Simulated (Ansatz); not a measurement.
## CoSi2 (Fm-3m): Drude plasma energy against volume

The cell of CoSi2 (Fm-3m) is scaled evenly and the response computed anew at each volume, on one mesh. The atoms keep their fractional positions.

The structure is cubic, space group Fm-3m (No. 225). Conventional cell: a = 5.356 Å, b = 5.356 Å, c = 5.356 Å, α = 90.00°, β = 90.00°, γ = 90.00°. Co on site a is surrounded by 8 Si at 2.32 Å. Around Si on site c lie 4 Co at 2.32 Å.

Method: Ansatz 0.2.0, PBE, independent particles, k-mesh 14×14×14 with interpolation inside its cells, Gaussian parameter 0.1 eV.

Launch of the response step: `ansatz run input.yaml --threads 4 --pin off --max-ram 8192MiB --backend cpu --events-out ev --progress --plain --runs-dir out`. The series took 1.7 min in all, on 4 threads of Arm Neoverse V1, on a shared host.

| V/V₀ | V (Å³, primitive cell) | Drude plasma energy (eV) |
| --- | --- | --- |
| 0.94 | 36.11 | 6.610 |
| 0.96 | 36.88 | 6.516 |
| 0.98 | 37.64 | 6.425 |
| 1.00 | 38.41 | 6.335 |
| 1.02 | 39.18 | 6.246 |
| 1.04 | 39.95 | ? |
| 1.06 | 40.72 | 6.068 |

For small changes the quantity should be close to linear in ln V.

Working, on the rows shown:

| x = ln(V/V₀) | y = Drude plasma energy |
| --- | --- |
| -0.0618754 | 6.61 |
| -0.040822 | 6.516 |
| -0.0202027 | 6.425 |
| 0 | 6.335 |
| 0.0198026 | 6.246 |
| 0.0582689 | 6.068 |

Means: x̄ = -0.0074714, ȳ = 6.3667. Σ(x − x̄)(y − ȳ) = -0.04212, Σ(x − x̄)² = 0.009356. Slope = -0.04212 / 0.009356 = -4.502; intercept = ȳ − slope · x̄ = 6.333. The line misses the rows shown by at most 0.0027 eV.

Problem. Predict the last column of the withheld row from the fit.

Solution. At x = 0.039221 the line gives y = 6.1564 eV. The run gave 6.157 eV, so the interpolation is off by 0.00056 eV, 0.1 % of the range in the table.

Between the rows on either side of x = 0 the slope is (6.246 − 6.425) / (0.019803 − (-0.020203)) = -4.474. So d ln ωp/d ln V = -0.71; free electrons would give −0.50. The cell comes from an older database entry, whose edges can be off by a per cent or so. The values come from a sum over the points of one k-mesh and carry its error, which is largest for Fermi-surface quantities.
